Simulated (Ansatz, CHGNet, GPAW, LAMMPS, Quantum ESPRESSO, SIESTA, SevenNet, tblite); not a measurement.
# Quantum ESPRESSO runs on glassy 40SiO2-28Al2O3-16Li2O-16SrO (mol %) (85 atoms)

Wanted: Quantum ESPRESSO inputs and outputs for glassy 40SiO2-28Al2O3-16Li2O-16SrO (mol %) (85 atoms), checked against a plane-wave reference.

Calculated with Quantum ESPRESSO 7.5; the method is named at each step.

### Step 1. Starting point

The cell holds 85 atoms: 10 Si, 14 Al, 8 Li, 4 Sr and 49 O. Its edges and angles: a = 9.957 Å, b = 9.957 Å, c = 9.957 Å, α = 90.0°, β = 90.0°, γ = 90.0°. 85 atoms (10 Si, 14 Al, 8 Li, 4 Sr, 49 O) placed at random at 3.11 g/cm³, melted at 4000 K for 10 ps at fixed volume with the Morse and Coulomb pair potential with partial charges (Pedone, Malavasi, Menziani, Cormack and Segre, J. Phys. Chem. B 110, 11780 (2006)). Quenched from 4000 K to 300 K at 6 K/ps and fixed volume, held 5 ps, then minimised at fixed cell.

The yardstick, on the same geometry:

```
method                                           : Kohn-Sham DFT, PBE, PAW, plane waves (Ansatz 0.2.0); cutoff 420 eV, Γ point, fermi-dirac smearing of 0.05 eV; PAW set soft_2
r.m.s. force component                           : 0.7504 eV/Å
longest force                                    : 2.869 eV/Å
pressure                                         : 7.415 GPa
gap (highest filled to lowest empty level) : 3.642 eV
SCF cycles                                       : 9
time                                             : 14 s on 4 threads of Arm Neoverse V1, shared host
CPU time                                         : 50 s
```

### Step 2. PBE, sssp-1.3.0-efficiency, 60/480 Ry

Method: Kohn-Sham DFT, PBE, SSSP efficiency 1.3.0 pseudopotentials, plane waves.

pw.in

```
&control
  calculation = 'scf'
  pseudo_dir = './pseudo'
  outdir = './tmp'
  disk_io = 'none'
  tprnfor = .true.
  tstress = .true.
/
&system
  ibrav = 0
  nat = 85
  ntyp = 5
  ecutwfc = 60
  ecutrho = 480
  nosym = .true.
  occupations = 'smearing'
  smearing = 'fd'
  degauss = 0.003675
/
&electrons
  conv_thr = 4.3e-07
  electron_maxstep = 100
  mixing_beta = 0.4
  mixing_mode = 'plain'
  diagonalization = 'david'
/
ATOMIC_SPECIES
Si 28.085 Si.upf
Al 26.982 Al.upf
Li 6.940 Li.upf
Sr 87.620 Sr.upf
O 15.999 O.upf
CELL_PARAMETERS angstrom
9.95650 0.00000 0.00000
0.00000 9.95650 0.00000
0.00000 0.00000 9.95650
ATOMIC_POSITIONS crystal
Si 0.04427 0.91730 0.20631
Si 0.96917 0.62312 0.81270
Si 0.34992 0.23476 0.29272
Si 0.29552 0.16497 0.00364
Si 0.56872 0.90855 0.12087
Si 0.66829 0.45665 0.20129
Si 0.73821 0.84892 0.58560
Si 0.24255 0.53581 0.22241
Si 0.26593 0.93305 0.78749
Si 0.52846 0.54697 0.48004
Al 0.03206 0.29280 0.61008
Al 0.83611 0.71196 0.08335
Al 0.48357 0.86815 0.44071
Al 0.33600 0.28947 0.57943
Al 0.53369 0.04097 0.68685
Al 0.67990 0.59535 0.74878
Al 0.18079 0.04035 0.48349
Al 0.80636 0.34070 0.83553
Al 0.85811 0.09901 0.50050
Al 0.19834 0.39134 0.84099
Al 0.50368 0.43647 0.91349
Al 0.28364 0.77334 0.02830
Al 0.61886 0.17638 0.95118
Al 0.66905 0.19115 0.35147
Li 0.80616 0.10864 0.14132
Li 0.79375 0.40970 0.52544
Li 0.54915 0.80626 0.85204
Li 0.76000 0.86788 0.29826
Li 0.51678 0.64851 0.05720
Li 0.25063 0.81587 0.32655
Li 0.59483 0.31163 0.63476
Li 0.02278 0.86596 0.58229
Sr 0.25174 0.62788 0.63123
Sr 0.98644 0.29970 0.14430
Sr 0.96611 0.62341 0.38248
Sr 0.91025 0.01407 0.86247
O 0.17174 0.97271 0.66308
O 0.99477 0.04238 0.12271
O 0.02097 0.15020 0.50986
O 0.60432 0.94445 0.55048
O 0.68881 0.80865 0.07528
O 0.73953 0.32293 0.25722
O 0.56488 0.60494 0.87240
O 0.85104 0.96196 0.60704
O 0.78776 0.06066 0.34064
O 0.48008 0.69891 0.49801
O 0.83192 0.51992 0.80459
O 0.19285 0.31327 0.67660
O 0.35579 0.45110 0.83169
O 0.77152 0.76260 0.46141
O 0.41800 0.92107 0.74223
O 0.63163 0.34790 0.82366
O 0.30971 0.38752 0.25072
O 0.64389 0.51968 0.59373
O 0.78107 0.56028 0.15060
O 0.92393 0.26103 0.74265
[... 25 atom lines left out ...]
O 0.41561 0.43671 0.52585
O 0.18704 0.28000 0.97116
O 0.09212 0.51489 0.17843
O 0.70666 0.76521 0.71492
K_POINTS gamma
```

Command:

```
> OMP_NUM_THREADS=1 mpirun -np 2 pw.x -in pw.in > output.txt
```

The program printed:

```text
Program PWSCF
     gamma-point specific algorithms are used
     Parallelization info
     sticks:   dense  smooth     PW     G-vecs:    dense   smooth      PW
     Min        6760    3384    843               591631   209173   26149
     Max        6765    3385    850               591632   209176   26150
     Sum       13525    6769   1693              1183263   418349   52299
     bravais-lattice index     =            0
     lattice parameter (alat)  =      18.8151  a.u.
     unit-cell volume          =    6660.6513 (a.u.)^3
     number of atoms/cell      =           85
     number of atomic types    =            5
     number of electrons       =       440.00
     number of Kohn-Sham states=          264
     kinetic-energy cutoff     =      60.0000  Ry
     charge density cutoff     =     480.0000  Ry
     scf convergence threshold =      4.3E-07
     mixing beta               =       0.4000
     number of iterations used =            8  plain     mixing
     Exchange-correlation= SLA  PW   PBX  PBC
                           (   1   4   3   4   0   0   0)
     crystal axes: (cart. coord. in units of alat)
               a(1) = (   1.000000   0.000000   0.000000 )
               a(2) = (   0.000000   1.000000   0.000000 )
               a(3) = (   0.000000   0.000000   1.000000 )
     reciprocal axes: (cart. coord. in units 2 pi/alat)
               b(1) = (  1.000000  0.000000  0.000000 )
               b(2) = (  0.000000  1.000000  0.000000 )
               b(3) = (  0.000000  0.000000  1.000000 )
     PseudoPot. # 1 for Si:
     Pseudo is Ultrasoft + core correction, Zval =  4.0
     PseudoPot. # 2 for Al:
     Pseudo is Projector augmented-wave + core cor, Zval =  3.0
     PseudoPot. # 3 for Li:
     Pseudo is Ultrasoft, Zval =  3.0
     PseudoPot. # 4 for Sr:
     Pseudo is Ultrasoft + core correction, Zval = 10.0
     PseudoPot. # 5 for O :
     Pseudo is Projector augmented-wave + core cor, Zval =  6.0
     atomic species   valence    mass     pseudopotential
     Si                4.00    28.08500     Si( 1.00)
     Al                3.00    26.98200     Al( 1.00)
     Li                3.00     6.94000     Li( 1.00)
     Sr               10.00    87.62000     Sr( 1.00)
     O                 6.00    15.99900     O ( 1.00)
     No symmetry found
   Cartesian axes
     number of k points=     1  Fermi-Dirac smearing, width (Ry)=  0.0037
                       cart. coord. in units 2pi/alat
        k(    1) = (   0.0000000   0.0000000   0.0000000), wk =   2.0000000
     Dense  grid:   591632 G-vectors     FFT dimensions: ( 135, 135, 135)
     Smooth grid:   209175 G-vectors     FFT dimensions: (  96,  96,  96)
     Initial potential from superposition of free atoms
     starting charge     436.2217, renormalised to     440.0000
     negative rho (up, down):  2.570E-01 0.000E+00
     Starting wfcs are  384 randomized atomic wfcs
     Self-consistent Calculation
     iteration #  1     ecut=    60.00 Ry     beta= 0.40
     negative rho (up, down):  2.568E-01 0.000E+00
     total energy              =   -3110.56031129 Ry
     estimated scf accuracy    <      19.12884195 Ry
     iteration #  2     ecut=    60.00 Ry     beta= 0.40
     negative rho (up, down):  2.592E-01 0.000E+00
     total energy              =   -3114.97599827 Ry
     estimated scf accuracy    <       0.89249434 Ry
     iteration #  3     ecut=    60.00 Ry     beta= 0.40
     negative rho (up, down):  2.627E-01 0.000E+00
     total energy              =   -3115.03876300 Ry
     estimated scf accuracy    <       0.33642742 Ry
     iteration #  4     ecut=    60.00 Ry     beta= 0.40
     negative rho (up, down):  2.646E-01 0.000E+00
     total energy              =   -3115.08105177 Ry
     estimated scf accuracy    <       0.05330675 Ry
     iteration #  5     ecut=    60.00 Ry     beta= 0.40
     negative rho (up, down):  2.647E-01 0.000E+00
     total energy              =   -3115.07991685 Ry
     estimated scf accuracy    <       0.01094260 Ry
     iteration #  6     ecut=    60.00 Ry     beta= 0.40
[...]
total energy              =   -3115.08186822 Ry
     estimated scf accuracy    <       0.00075221 Ry
[...]
total energy              =   -3115.08215169 Ry
[...]
total energy              =   -3115.08216373 Ry
[...]
total energy              =   -3115.08219135 Ry
[...]
iteration # 10     ecut=    60.00 Ry     beta= 0.40
[...]
total energy              =   -3115.08219388 Ry
     estimated scf accuracy    <       0.00000236 Ry
     iteration # 11     ecut=    60.00 Ry     beta= 0.40
[...]
total energy              =   -3115.08219500 Ry
     estimated scf accuracy    <       0.00000061 Ry
     iteration # 12     ecut=    60.00 Ry     beta= 0.40
     negative rho (up, down):  2.643E-01 0.000E+00
     End of self-consistent calculation
          k = 0.0000 0.0000 0.0000 ( 26150 PWs)   bands (ev):
   -39.1978 -38.9262 -38.7127 -38.5420 -38.2362 -38.0480 -38.0235 -37.8766
   -29.0985 -28.6488 -28.3296 -27.4823 -14.8411 -14.7363 -14.5617 -14.4675
   -14.4053 -14.0926 -14.0366 -13.9367 -13.9151 -13.7209 -13.6560 -13.4353
   -13.3709 -13.2829 -13.2526 -13.1527 -13.1454 -13.1035 -13.0692 -12.9925
   -12.9605 -12.8947 -12.8321 -12.8183 -12.7699 -12.7329 -12.6791 -12.6356
   -12.5842 -12.5732 -12.4823 -12.4471 -12.3866 -12.3113 -12.2254 -12.1371
[...]
12.1359  12.2014  12.2550  12.3768  12.3920  12.5241  12.5541  12.6163
    12.6802  12.7272  12.8192  12.8919  12.9170  12.9491  13.0094  13.0358
    13.0777  13.2281  13.2523  13.3278  13.3784  13.4303  13.4827  13.5454
     the Fermi energy is     7.3275 ev
!    total energy              =   -3115.08219510 Ry
     estimated scf accuracy    <       0.00000004 Ry
     smearing contrib. (-TS)   =      -0.00000000 Ry
     internal energy E=F+TS    =   -3115.08219510 Ry
     The total energy is F=E-TS. E is the sum of the following terms:
     one-electron contribution =    -759.15397917 Ry
     hartree contribution      =     625.07726896 Ry
     xc contribution           =    -574.29100374 Ry
     ewald contribution        =   -1455.63133461 Ry
     one-center paw contrib.   =    -951.08314655 Ry
     convergence has been achieved in  12 iterations
     negative rho (up, down):  2.643E-01 0.000E+00
     Forces acting on atoms (cartesian axes, Ry/au):
     atom    1 type  1   force =     0.02962554   -0.01121489   -0.01704541
     atom    2 type  1   force =    -0.03540385   -0.01741240   -0.01915599
     atom    3 type  1   force =     0.00608008    0.04595864   -0.03860596
     atom    4 type  1   force =     0.04926432    0.02189974   -0.00272850
     atom    5 type  1   force =    -0.01347389   -0.00975603    0.01321129
     atom    6 type  1   force =    -0.03106156    0.00752569    0.02012188
[...]
atom   83 type  5   force =    -0.06690638   -0.00052550    0.03419178
     atom   84 type  5   force =    -0.10334643   -0.03885956   -0.02343881
     atom   85 type  5   force =    -0.01569023   -0.00305498    0.08887081
     Total force =     0.482231     Total SCF correction =     0.000428
     Computing stress (Cartesian axis) and pressure
     negative rho (up, down):  2.643E-01 0.000E+00
          total   stress  (Ry/bohr**3)                   (kbar)     P=       77.94
   0.00064500   0.00002079   0.00004524           94.88        3.06        6.66
   0.00002079   0.00049229   0.00003038            3.06       72.42        4.47
   0.00004524   0.00003038   0.00045225            6.66        4.47       66.53
     Message from routine punch:
     Nothing written, as per user request (disk_io='none')
```

Wall time 5.9 min (2 MPI ranks of Arm Neoverse V1, shared host); peak memory 2.9 GiB.

Banners, paths, timers and routine set-up lines are dropped from the logs unmarked, and long logs keep their key lines alone; longer cuts are marked.

Against the reference:

- r.m.s. force component: 0.7764 eV/Å
- r.m.s. difference of force components: 35.05 meV/Å
- longest difference of force vectors: 167.2 meV/Å
- force difference over r.m.s. force: 4.67 %
- slope of forces against the reference's: 1.034
- correlation of force components: 0.9995
- gap (highest filled to lowest empty level): 3.648 eV
- gap difference: 0.0062 eV
- pressure: 7.794 GPa
- pressure difference: 0.3795 GPa

Length of the force difference by element (eV/Å):

```
element  atoms    mean    most
     Al     14   0.050   0.072
     Li      8  0.0026  0.0039
      O     49   0.063    0.17
     Si     10   0.034   0.062
     Sr      4  0.0038  0.0057
```

Levels nearest the highest filled one (eV from it): -1.05, -1.01, -0.93, -0.90, -0.81, -0.79, -0.75, -0.67, -0.45, -0.36, -0.11, 0.00, 3.65, 4.79, 5.09, 5.33, 5.37, 5.45, 5.57, 5.79, 5.81, 5.89, 6.01, 6.03.

A closer look about Sr33, one of the 4 Sr atoms: 9 atoms, nearest first, numbered in the order of the input, with positions taken from that point.

```
atom      x      y      z  distance (Å)  bonds     Fx     Fy  Fz (eV/Å)
Sr33   0.00   0.00   0.00          0.00      7   0.21  -0.24      -0.04
 O60  -2.52   0.70   0.45          2.66      4   0.84   1.28      -1.80
 O82   1.63  -1.90  -1.05          2.72      4  -0.60   0.36       0.14
 O74  -0.17  -0.04  -2.72          2.72      4  -0.23   1.14       1.77
 O46   2.27   0.71  -1.33          2.73      3  -0.96   0.54       0.33
 O77  -0.21   1.63   2.28          2.81      3  -0.49  -1.07      -0.33
 O49   1.04  -1.76   2.00          2.86      3  -0.26   0.91      -0.90
 O81  -1.67  -1.10   2.06          2.88      3   0.87  -0.45       0.50
Al20  -0.53  -2.36   2.09          3.19      4   0.27  -0.49      -0.02
```

Forces lie 4.7 % from the reference's, at 14 times its CPU time (on 2 against 4 cores).

### Step 3. PBE+D3(BJ), sssp-1.3.0-efficiency, 60/480 Ry

Method: Kohn-Sham DFT, PBE+D3(BJ), SSSP efficiency 1.3.0 pseudopotentials, plane waves.

Edit pw.in of step 2 so:

```diff
@@ -18,2 +18,5 @@
   degauss = 0.003675
+  vdw_corr = 'dft-d3'
+  dftd3_version = 4
+  dftd3_threebody = .false.
 /
```

The program printed:

```text
[banner, memory and clock lines left out]
Program PWSCF
     gamma-point specific algorithms are used
[... lines left out ...]
     total energy              =   -3116.12210751 Ry
[... lines left out ...]
     total energy              =   -3116.18487224 Ry
[... lines left out ...]
     total energy              =   -3116.22830312 Ry
[... lines left out ...]
     total energy              =   -3116.22830424 Ry
[... lines left out ...]
     the Fermi energy is     7.3275 ev
!    total energy              =   -3116.22830435 Ry
[... lines left out ...]
     The total energy is F=E-TS. E is the sum of the following terms:
[... lines left out ...]
     convergence has been achieved in  12 iterations
[... lines left out ...]
     atom    1 type  1   force =     0.02992688   -0.01104196   -0.01673533
     atom    2 type  1   force =    -0.03598846   -0.01751137   -0.01895032
     atom    3 type  1   force =     0.00703390    0.04568802   -0.03861684
[...]
atom   84 type  5   force =    -0.10331036   -0.03860462   -0.02379636
     atom   85 type  5   force =    -0.01578246   -0.00315549    0.08883873
     Total force =     0.482351     Total SCF correction =     0.000428
     Computing stress (Cartesian axis) and pressure
     negative rho (up, down):  2.643E-01 0.000E+00
          total   stress  (Ry/bohr**3)                   (kbar)     P=       51.72
   0.00046730   0.00002070   0.00004475           68.74        3.05        6.58
   0.00002070   0.00031397   0.00003042            3.05       46.19        4.47
   0.00004475   0.00003042   0.00027348            6.58        4.47       40.23
     Message from routine punch:
     Nothing written, as per user request (disk_io='none')
```

Elapsed: 5.9 min, on 2 MPI ranks; peak memory 2.9 GiB; 12 min of CPU time.

Against the reference:

| Item | Value |
| --- | --- |
| r.m.s. force component | 0.7766 eV/Å |
| r.m.s. difference of force components | 35.26 meV/Å |
| longest difference of force vectors | 160.8 meV/Å |
| force difference over r.m.s. force | 4.699 % |
| slope of forces against the reference's | 1.034 |
| correlation of force components | 0.9995 |
| gap (highest filled to lowest empty level) | 3.648 eV |
| gap difference | 0.0062 eV |
| pressure | 5.172 GPa |
| pressure difference | -2.243 GPa |

Against the first run (4.7 %), the force difference from the reference is 4.7 %, at 1.0 times the CPU time; the model has changed, so this is no error of the program alone.

### Step 4. All runs compared

Differences are against the plane-wave reference, forces as r.m.s. over components; share is that over the reference's r.m.s. force, slope the least-squares factor from reference forces to these. Total energies of different programs have different zeros and aren't compared.

```
                                            run  Δ force, r.m.s. (meV/Å)  share (%)  slope  Δ pressure (GPa)  Δ gap (eV)  cores  CPU time  memory (GiB)
                                      reference                        -          -      -                 -           -      4      50 s           1.2
       QE PBE, sssp-1.3.0-efficiency, 60/480 Ry                     35.0       4.67  1.034             0.380      0.0062      2    12 min           2.9
QE PBE+D3(BJ), sssp-1.3.0-efficiency, 60/480 Ry                     35.3       4.70  1.034             -2.24      0.0062      2    12 min           2.9
```

CPU time is summed over cores on a shared host, where runs went side by side, so it is rough. Symmetry, cutoffs, thresholds, outputs and thread counts weren't matched or tuned between programs; memory under MPI is the largest rank's times the ranks.

### Step 5. Outcome

```yaml
nearest_in_forces: a tie at 4.7 % of 2 runs: QE PBE, sssp-1.3.0-efficiency, 60/480 Ry; QE PBE+D3(BJ), sssp-1.3.0-efficiency, 60/480 Ry
```

PBE on plane waves or a grid with other potentials, cutoffs or grids differs from the reference by 4.7 % (QE PBE, sssp-1.3.0-efficiency, 60/480 Ry) of the r.m.s. force; this holds the reference's own error, so differences of a few per cent don't tell which side is nearer the exact PBE result (QE's 60 Ry are 816 eV, against the reference's 420 eV). Rows with another functional or a dispersion term differ by 4.7 % (QE PBE+D3(BJ), sssp-1.3.0-efficiency, 60/480 Ry), which mixes the change of model with differences of basis and potentials. None of the electronic-structure runs in the table takes under half the reference's CPU time of 50 s; they take 14 to 14 times as much. PBE gaps agree with the reference's 3.64 eV within 0.007 eV. The quench rate of 6 K/ps is many orders above laboratory rates, so the cell is likely richer in defects and strain than a real sample. The network of bonds at the start is that of the classical potential that made the cell, and needn't be the one that DFT or experiment would give. The reference's pressure of 7.4 GPa belongs to a cell and atoms that aren't relaxed at this level. The electronic-structure runs sample only Γ, in a cell whose shortest periodic width is 10 Å.

[Also dropped from logs without a mark: logging warnings of Python, and SIESTA's first energy breakdown and zero terms.]

[Logs are printed without paths, hosts, clocks, repeated set-up lines and the standing remarks that a program may print on its own settings, such as how far it seeks lower states.]

[Hosts, paths, dates, database ids (printed as entryN), source tags and the programs' standing remarks are cut or masked in the printed files.]
